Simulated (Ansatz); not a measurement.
# K on Zr(0001): change of the work function, part 2 of 3

Aim: the work function of Zr(0001) at several coverages of K (fcc site), and the dipole that each adsorbate carries.

Ansatz 0.2.0; plane-wave DFT, PBE, Ansatz PAW.

So far, work function, upper face (eV): step 2 (the clean slab) 4.17.

### Step 3. Adsorbate added, k-mesh 4×4×1, coverage 0.111 ML

System of this step: K/Zr(0001). The cell holds 37 atoms: 36 Zr and 1 K. Its edges and angles: a = 9.690 Å, b = 9.690 Å, c = 29.102 Å, α = 90.0°, β = 90.0°, γ = 60.0°. Vacuum lies along c.

The clean slab as it ended is repeated in the plane and the adsorbate is set on one face; the cell's size fixes the coverage, and the k-mesh shrinks with it to keep the sampling density about even. Adsorbate and upper layers relax, since the dipole depends on the height.

Input file input.yaml:

```yaml
crystal:
  lattice:
    - [9.69, 0.0, 0.0]
    - [4.845, 8.3917861626, 0.0]
    - [0.0, 0.0, 29.1023518564]
  atoms:
    - { symbol: Zr, position: [0.2222222222, 0.2222222222, 0.3092533567] }
    - { symbol: Zr, position: [0.0, 0.0, 0.397654975] }
    - { symbol: Zr, position: [0.2222222222, 0.2222222222, 0.4894779317] }
    - { symbol: Zr, position: [0.0, 0.0, 0.5733081075] }
    - { symbol: Zr, position: [0.2222222222, 0.5555555556, 0.3092533567] }
    - { symbol: Zr, position: [0.0, 0.3333333333, 0.397654975] }
    - { symbol: Zr, position: [0.2222222222, 0.5555555556, 0.4894779317] }
    - { symbol: Zr, position: [0.0, 0.3333333333, 0.5733081075] }
    - { symbol: Zr, position: [0.2222222222, 0.8888888889, 0.3092533567] }
    - { symbol: Zr, position: [0.0, 0.6666666667, 0.397654975] }
    - { symbol: Zr, position: [0.2222222222, 0.8888888889, 0.4894779317] }
    - { symbol: Zr, position: [0.0, 0.6666666667, 0.5733081075] }
    - { symbol: Zr, position: [0.5555555556, 0.2222222222, 0.3092533567] }
    - { symbol: Zr, position: [0.3333333333, 0.0, 0.397654975] }
    - { symbol: Zr, position: [0.5555555556, 0.2222222222, 0.4894779317] }
    - { symbol: Zr, position: [0.3333333333, 0.0, 0.5733081075] }
    - { symbol: Zr, position: [0.5555555556, 0.5555555556, 0.3092533567] }
    - { symbol: Zr, position: [0.3333333333, 0.3333333333, 0.397654975] }
    - { symbol: Zr, position: [0.5555555556, 0.5555555556, 0.4894779317] }
    - { symbol: Zr, position: [0.3333333333, 0.3333333333, 0.5733081075] }
    - { symbol: Zr, position: [0.5555555556, 0.8888888889, 0.3092533567] }
    - { symbol: Zr, position: [0.3333333333, 0.6666666667, 0.397654975] }
    - { symbol: Zr, position: [0.5555555556, 0.8888888889, 0.4894779317] }
    - { symbol: Zr, position: [0.3333333333, 0.6666666667, 0.5733081075] }
    - { symbol: Zr, position: [0.8888888889, 0.2222222222, 0.3092533567] }
    - { symbol: Zr, position: [0.6666666667, 0.0, 0.397654975] }
    - { symbol: Zr, position: [0.8888888889, 0.2222222222, 0.4894779317] }
    - { symbol: Zr, position: [0.6666666667, 0.0, 0.5733081075] }
    - { symbol: Zr, position: [0.8888888889, 0.5555555556, 0.3092533567] }
    - { symbol: Zr, position: [0.6666666667, 0.3333333333, 0.397654975] }
    - { symbol: Zr, position: [0.8888888889, 0.5555555556, 0.4894779317] }
    - { symbol: Zr, position: [0.6666666667, 0.3333333333, 0.5733081075] }
    - { symbol: Zr, position: [0.8888888889, 0.8888888889, 0.3092533567] }
    - { symbol: Zr, position: [0.6666666667, 0.6666666667, 0.397654975] }
    - { symbol: Zr, position: [0.8888888889, 0.8888888889, 0.4894779317] }
    - { symbol: Zr, position: [0.6666666667, 0.6666666667, 0.5733081075] }
    - { symbol: K, position: [0.1111111111, 0.1111111111, 0.6907466433] }
kpoints:
  mp_grid: { grid: [4, 4, 1] }
hamiltonian:
  xc: pbe
scf:
  occupations: { method: fermi_dirac, width: 0.1 }
  convergence: { dr2_threshold: 1.0e-08 }
efield:
  axis: 3
  dipole_correction: true
  ramp_position: 0.97
  ramp_width: 0.06
relax:
  f_tol: 0.02
  max_steps: 60
  constraints:
    - { sites: [0, 1, 4, 5, 8, 9, 12, 13, 16, 17, 20, 21, 24, 25, 28, 29, 32, 33] }
output:
  write_potential: true
  write_density: true
  volumetric_format: npy
```

Launch:

```bash
$ ansatz run input.yaml --threads 4 --pin off --max-ram 16384MiB --backend cpu --events-out ev --progress --plain --runs-dir out
```

Numbers of over 12 decimals in the logs are rounded to 6 here.

Output:

```text
[...]
Crystal: 37 atoms, lattice volume = 2366.499 Å³
Basis set: ecut = 420 eV, 46213 PW (Γ), exchange–correlation on 144×144×400 points (8 copies of the dense FFT grid, shifted against one another)
Bands: 265, of which v1, the nominal top of the filled ones, is band 221 counted from 1 (220 counted from 0)
Symmetry: 6 space group operations
[...]
k-points: 4 of 16 (time reversal used)
[...]
SCF iter   1: F=—  HF=-152141.242120 eV  |F-HF|=—  |Δ(HF+E_count)|=         —  Δρ=4.58e-3  dr2=1.02e1  ethr=1.77e-3  p=1.023 e·Å  D=7.82e-2 V/Å  ΔV_dip=-2.28 eV  dr2_dipole=5.50e0  V_vac-E_F(+/−)=1.87/4.15 eV  ⟨swp⟩=10.8  Hψ=4906  notcnv=0
[...]
SCF iter  10: F=-152140.989497 eV  HF=-152140.989497 eV  |F-HF|=6.43e-9  |Δ(HF+E_count)|=   8.89e-8  Δρ=3.90e-7  dr2=6.95e-9  ethr=2.27e-12  p=0.816 e·Å  D=6.24e-2 V/Å  ΔV_dip=-1.82 eV  dr2_dipole=6.37e-11  V_vac-E_F(+/−)=2.38/4.19 eV  ⟨swp⟩=18.0  Hψ=10956  notcnv=0
SCF 1 converged in 10 iterations: F = -152140.989497 eV  dr2 = 6.95e-9
[...]
relax step   1: F+E_penalty+E_count = -152140.98949694 eV  Δ(F+E_penalty+E_count) = +0.000e0 eV  max|allowed force component| = 1.343e-1 eV/Å  Δτ_max = 0.0000 Å  (10 SCF iters, accepted)
[...]
SCF iter   9: F=-152141.009557 eV  HF=-152141.009557 eV  |F-HF|=6.29e-9  |Δ(HF+E_count)|=   4.70e-8  Δρ=2.78e-7  dr2=4.96e-9  ethr=2.27e-12  p=0.786 e·Å  D=6.01e-2 V/Å  ΔV_dip=-1.75 eV  dr2_dipole=2.62e-10  V_vac-E_F(+/−)=2.44/4.19 eV  ⟨swp⟩=13.0  Hψ=9361  notcnv=0
SCF 2 converged in 9 iterations: F = -152141.009557 eV  dr2 = 4.96e-9
[...]
relax step   2: F+E_penalty+E_count = -152141.00955695 eV  Δ(F+E_penalty+E_count) = -2.006e-2 eV  max|allowed force component| = 1.169e-1 eV/Å  Δτ_max = 0.0644 Å  (9 SCF iters, accepted)
SCF iter   1: F=—  HF=-152141.025053 eV  |F-HF|=—  |Δ(HF+E_count)|=         —  Δρ=5.24e-4  dr2=4.67e-2  ethr=3.99e-5  p=0.786 e·Å  D=6.01e-2 V/Å  ΔV_dip=-1.75 eV  dr2_dipole=2.27e-5  V_vac-E_F(+/−)=2.44/4.19 eV  ⟨swp⟩=2.0  Hψ=1714  notcnv=0
[...]
SCF iter   8: F=-152141.018978 eV  HF=-152141.018978 eV  |F-HF|=1.35e-8  |Δ(HF+E_count)|=   1.02e-8  Δρ=2.99e-7  dr2=5.21e-9  ethr=2.27e-12  p=0.788 e·Å  D=6.02e-2 V/Å  ΔV_dip=-1.75 eV  dr2_dipole=1.26e-9  V_vac-E_F(+/−)=2.44/4.19 eV  ⟨swp⟩=13.5  Hψ=8659  notcnv=0
SCF 3 converged in 8 iterations: F = -152141.018978 eV  dr2 = 5.21e-9
[...]
relax step   3: F+E_penalty+E_count = -152141.01897777 eV  Δ(F+E_penalty+E_count) = -9.421e-3 eV  max|allowed force component| = 5.135e-2 eV/Å  Δτ_max = 0.0208 Å  (8 SCF iters, accepted)
[...]
relax step   4: F+E_penalty+E_count = -152141.02001464 eV  Δ(F+E_penalty+E_count) = -1.037e-3 eV  max|allowed force component| = 2.351e-2 eV/Å  Δτ_max = 0.0194 Å  (7 SCF iters, accepted)
SCF iter   1: F=—  HF=-152141.022565 eV  |F-HF|=—  |Δ(HF+E_count)|=         —  Δρ=1.48e-4  dr2=5.01e-3  ethr=1.29e-5  p=0.781 e·Å  D=5.97e-2 V/Å  ΔV_dip=-1.74 eV  dr2_dipole=7.68e-4  V_vac-E_F(+/−)=2.45/4.19 eV  ⟨swp⟩=2.5  Hψ=1626  notcnv=0
[...]
SCF iter   7: F=-152141.020317 eV  HF=-152141.020317 eV  |F-HF|=4.31e-9  |Δ(HF+E_count)|=   2.32e-8  Δρ=2.41e-7  dr2=3.29e-9  ethr=2.27e-12  p=0.774 e·Å  D=5.92e-2 V/Å  ΔV_dip=-1.72 eV  dr2_dipole=5.22e-11  V_vac-E_F(+/−)=2.47/4.19 eV  ⟨swp⟩=12.5  Hψ=8284  notcnv=0
SCF 5 converged in 7 iterations: F = -152141.020317 eV  dr2 = 3.29e-9
relax step   5: F+E_penalty+E_count = -152141.02031679 eV  Δ(F+E_penalty+E_count) = -3.021e-4 eV  max|allowed force component| = 3.062e-3 eV/Å  Δτ_max = 0.0174 Å  (7 SCF iters, accepted)
NSCF: frozen V_eff on 4 k-points
[...]
SCF converged after 7 iterations
Free energy (F): -152141.020317 eV
[...]
Internal energy: -152139.047795 eV  (E = F + TS)
E sigma→0 (E₀):  -152140.034056 eV
Entropy (-TS):   -1.972522 eV (-53.311 meV/atom)
Fermi energy:    3.008453 eV
Dipole field:    D = 0.059178 V/Å  (p = 0.773933 e·Å, saw-weighted, corrected)
Work function:   Φ+ = 2.4696 eV   Φ− = 4.1918 eV
[...]
--- Forces (eV/Å), atoms counted from 1 ---
  atom   1  Zr    -0.00916083    -0.00528901     0.43405879
  atom   2  Zr     0.00011095     0.00006405    -0.48689647
  atom   3  Zr    -0.00265188    -0.00153106    -0.00087756
  atom   4  Zr     0.00030533     0.00017628    -0.00220110
  atom   5  Zr    -0.00704317     0.00406638     0.45236215
  atom   6  Zr    -0.00000000    -0.00012811    -0.48689647
  atom   7  Zr     0.00047066    -0.00027174    -0.00018218
  atom   8  Zr     0.00000000    -0.00035256    -0.00220110
  atom   9  Zr     0.00000000     0.01057801     0.43405879
  atom  10  Zr     0.02873613    -0.01659081    -0.41153896
  atom  11  Zr     0.00000000     0.00306212    -0.00087756
  atom  12  Zr    -0.00195517     0.00112882     0.00137841
  atom  13  Zr     0.00000000    -0.00813275     0.45236215
  atom  14  Zr    -0.00011095     0.00006405    -0.48689647
  atom  15  Zr    -0.00000000     0.00054347    -0.00018218
  atom  16  Zr    -0.00030533     0.00017628    -0.00220110
  atom  17  Zr     0.00704317     0.00406638     0.45236215
  atom  18  Zr     0.02099623     0.01212218    -0.43261482
  atom  19  Zr    -0.00047066    -0.00027174    -0.00018218
  atom  20  Zr    -0.00217686    -0.00125681    -0.00006317
  atom  21  Zr    -0.00289352     0.00167057     0.44550434
  atom  22  Zr    -0.00000000    -0.02424436    -0.43261482
  atom  23  Zr    -0.00203347     0.00117402     0.00017986
  atom  24  Zr     0.00000000     0.00251362    -0.00006317
  atom  25  Zr     0.00916083    -0.00528901     0.43405879
  atom  26  Zr    -0.00000000     0.03318162    -0.41153896
  atom  27  Zr     0.00265188    -0.00153106    -0.00087756
  atom  28  Zr    -0.00000000    -0.00225764     0.00137841
  atom  29  Zr     0.00000000    -0.00334115     0.44550434
  atom  30  Zr    -0.02099623     0.01212218    -0.43261482
  atom  31  Zr     0.00000000    -0.00234804     0.00017986
  atom  32  Zr     0.00217686    -0.00125681    -0.00006317
  atom  33  Zr     0.00289352     0.00167057     0.44550434
  atom  34  Zr    -0.02873613    -0.01659081    -0.41153896
  atom  35  Zr     0.00203347     0.00117402     0.00017986
  atom  36  Zr     0.00195517     0.00112882     0.00137841
  atom  37  K      0.00000000    -0.00000000     0.00270699
  max |Σ_I F_I| component: 3.49e-5 eV/Å
--- Band table (eV) ---
  k-point 0: bands = [... 217 lower, 3.0593, 3.0794, 3.0794, 3.1186, 3.1317, 3.1403, 3.1445, 3.1445, ... 40 higher]
  k-point 1: bands = [... 217 lower, 2.9121, 2.9189, 2.9877, 2.9886, 2.9996, 3.0679, 3.1942, 3.1956, ... 40 higher]
  k-point 2: bands = [... 217 lower, 2.8940, 2.9029, 3.0283, 3.0390, 3.0484, 3.0493, 3.0760, 3.0950, ... 40 higher]
  k-point 3: bands = [... 217 lower, 2.8562, 2.9428, 2.9506, 2.9732, 2.9973, 3.0414, 3.0536, 3.0632, ... 40 higher]
--- Relaxed structure (5 steps of the walk, 5 accepted, 0 SCFs on fresh bases) ---
  F+E_penalty+E_count = -152141.02031679 eV   max|allowed force component| = 3.062e-3 eV/Å
  atoms:
    - { symbol: Zr, position: [0.222222, 0.222222, 0.3092533567] }
    - { symbol: Zr, position: [1.1111101403313755e-11, 1.1111101403313757e-11, 0.397654975] }
    - { symbol: Zr, position: [0.223128, 0.223128, 0.488322] }
    - { symbol: Zr, position: [0.000153192, 0.000153192, 0.571693] }
    - { symbol: Zr, position: [0.222222, 0.555556, 0.3092533567] }
    - { symbol: Zr, position: [1.1111084274872951e-11, 0.333333, 0.397654975] }
    - { symbol: Zr, position: [0.221546, 0.555894, 0.490410] }
    - { symbol: Zr, position: [0.000153192, 0.333027, 0.571693] }
    - { symbol: Zr, position: [0.222222, 0.888889, 0.3092533567] }
    - { symbol: Zr, position: [-2.2222335083199596e-11, 0.666667, 0.397654975] }
    - { symbol: Zr, position: [0.223128, 0.887076, 0.488322] }
    - { symbol: Zr, position: [-0.00122626, 0.667280, 0.574718] }
    - { symbol: Zr, position: [0.555556, 0.222222, 0.3092533567] }
    - { symbol: Zr, position: [0.333333, 1.1111101403313757e-11, 0.397654975] }
    - { symbol: Zr, position: [0.555894, 0.221546, 0.490410] }
    - { symbol: Zr, position: [0.333027, 0.000153192, 0.571693] }
    - { symbol: Zr, position: [0.555556, 0.555556, 0.3092533567] }
    - { symbol: Zr, position: [0.333333, 0.333333, 0.397654975] }
    - { symbol: Zr, position: [0.555894, 0.555894, 0.490410] }
    - { symbol: Zr, position: [0.332100, 0.332100, 0.574470] }
    - { symbol: Zr, position: [0.555556, 0.888889, 0.3092533567] }
    - { symbol: Zr, position: [0.333333, 0.666667, 0.397654975] }
    - { symbol: Zr, position: [0.558383, 0.887475, 0.489005] }
    - { symbol: Zr, position: [0.332100, 0.669133, 0.574470] }
    - { symbol: Zr, position: [0.888889, 0.222222, 0.3092533567] }
    - { symbol: Zr, position: [0.666667, -2.222223468803194e-11, 0.397654975] }
    - { symbol: Zr, position: [0.887076, 0.223128, 0.488322] }
    - { symbol: Zr, position: [0.667280, -0.00122626, 0.574718] }
    - { symbol: Zr, position: [0.888889, 0.555556, 0.3092533567] }
    - { symbol: Zr, position: [0.666667, 0.333333, 0.397654975] }
    - { symbol: Zr, position: [0.887475, 0.558383, 0.489005] }
    - { symbol: Zr, position: [0.669133, 0.332100, 0.574470] }
    - { symbol: Zr, position: [0.888889, 0.888889, 0.3092533567] }
    - { symbol: Zr, position: [0.666667, 0.666667, 0.397654975] }
    - { symbol: Zr, position: [0.887475, 0.887475, 0.489005] }
    - { symbol: Zr, position: [0.667280, 0.667280, 0.574718] }
    - { symbol: K, position: [0.111111, 0.111111, 0.687090] }
```

Wall time 11 min (4 threads of Arm Neoverse V1, shared host); peak memory 10 GiB; 33 min of CPU time.

The steps of the relaxation:

```csv
step,energy less that of the first step (eV),largest force component (eV/Å)
1,0.0000,0.1343
2,-0.0201,0.1169
3,-0.0295,0.0513
4,-0.0305,0.0235
5,-0.0308,0.0031
```

The run keeps the 6 symmetry operations that it works with, so distortions that break them were not tested.

The atoms that moved most (Å):

```csv
atom,dx,dy,dz,length
K37,0.000,0.000,-0.106,0.106
Zr8,0.000,-0.003,-0.047,0.047
Zr16,-0.002,0.001,-0.047,0.047
Zr4,0.002,0.001,-0.047,0.047
Zr12,-0.009,0.005,0.041,0.042
Zr28,0.000,-0.010,0.041,0.042
Zr36,0.009,0.005,0.041,0.042
Zr20,-0.018,-0.010,0.034,0.040
```

Final coordinates:

```cif
data_structure
_symmetry_space_group_name_H-M 'P 1'
_symmetry_Int_Tables_number 1
_cell_length_a 9.6900
_cell_length_b 9.6900
_cell_length_c 29.1024
_cell_angle_alpha 90.000
_cell_angle_beta 90.000
_cell_angle_gamma 60.000
_cell_volume 2366.50
loop_
_atom_site_label
_atom_site_type_symbol
_atom_site_fract_x
_atom_site_fract_y
_atom_site_fract_z
_atom_site_occupancy
Zr1 Zr 0.22222 0.22222 0.30925 1
Zr2 Zr 0.00000 0.00000 0.39765 1
Zr3 Zr 0.22313 0.22313 0.48832 1
Zr4 Zr 0.00015 0.00015 0.57169 1
Zr5 Zr 0.22222 0.55556 0.30925 1
Zr6 Zr 0.00000 0.33333 0.39765 1
Zr7 Zr 0.22155 0.55589 0.49041 1
Zr8 Zr 0.00015 0.33303 0.57169 1
Zr9 Zr 0.22222 0.88889 0.30925 1
Zr10 Zr 0.00000 0.66667 0.39765 1
Zr11 Zr 0.22313 0.88708 0.48832 1
Zr12 Zr 0.99877 0.66728 0.57472 1
Zr13 Zr 0.55556 0.22222 0.30925 1
Zr14 Zr 0.33333 0.00000 0.39765 1
Zr15 Zr 0.55589 0.22155 0.49041 1
Zr16 Zr 0.33303 0.00015 0.57169 1
Zr17 Zr 0.55556 0.55556 0.30925 1
Zr18 Zr 0.33333 0.33333 0.39765 1
Zr19 Zr 0.55589 0.55589 0.49041 1
Zr20 Zr 0.33210 0.33210 0.57447 1
Zr21 Zr 0.55556 0.88889 0.30925 1
Zr22 Zr 0.33333 0.66667 0.39765 1
Zr23 Zr 0.55838 0.88748 0.48901 1
Zr24 Zr 0.33210 0.66913 0.57447 1
Zr25 Zr 0.88889 0.22222 0.30925 1
Zr26 Zr 0.66667 0.00000 0.39765 1
Zr27 Zr 0.88708 0.22313 0.48832 1
Zr28 Zr 0.66728 0.99877 0.57472 1
Zr29 Zr 0.88889 0.55556 0.30925 1
Zr30 Zr 0.66667 0.33333 0.39765 1
Zr31 Zr 0.88748 0.55838 0.48901 1
Zr32 Zr 0.66913 0.33210 0.57447 1
Zr33 Zr 0.88889 0.88889 0.30925 1
Zr34 Zr 0.66667 0.66667 0.39765 1
Zr35 Zr 0.88748 0.88748 0.48901 1
Zr36 Zr 0.66728 0.66728 0.57472 1
K37 K 0.11111 0.11111 0.68709 1
```

Numbers from this step:

```yaml
energy_at_zero_smearing: -152140.0341 eV
work_function_upper_face: 2.470 eV
work_function_lower_face: 4.192 eV
dipole_along_the_normal: 0.7739 e·Å
step_between_the_vacuum_levels: -1.722 eV
```

Running mean over 2.573 Å of the planar mean; the ramp of the sawtooth is left out. The electron's electrostatic potential energy less the Fermi level by z:

```csv
z (Å),electron's electrostatic potential energy less the Fermi level (eV)
4,4.19
5,4.16
6,3.93
7,2.14
8,-5.13
9,-8.45
10,-8.32
11,-8.29
12,-8.17
13,-7.66
14,-8.26
15,-8.94
16,-8.95
17,-8.14
18,-2.75
19,2.09
20,2.24
21,2.11
22,2.41
23,2.46
24,2.47
25,2.47
```

The relaxation took 5 steps and lowered the energy by 0.031 eV; the largest force on the free atoms ends at 0.0031 eV/Å.

The covered face has 2.47 eV, -1.70 eV against the clean one; the bare back face has moved by +0.01 eV, a measure of how thin the slab is.

(Continued in part 3 of 3.)

[Logs are printed without paths, hosts, clocks, repeated set-up lines and the standing remarks that a program may print on its own settings, such as how far it seeks lower states.]

[Hosts, paths, dates, database ids (printed as entryN), source tags and the programs' standing remarks are cut or masked in the printed files.]

[Maps of the electrostatic potential energy from Ansatz leave out the sawtooth potential of an applied field or a dipole correction, so their vacuum need not be flat; planar profiles and work functions include it.]
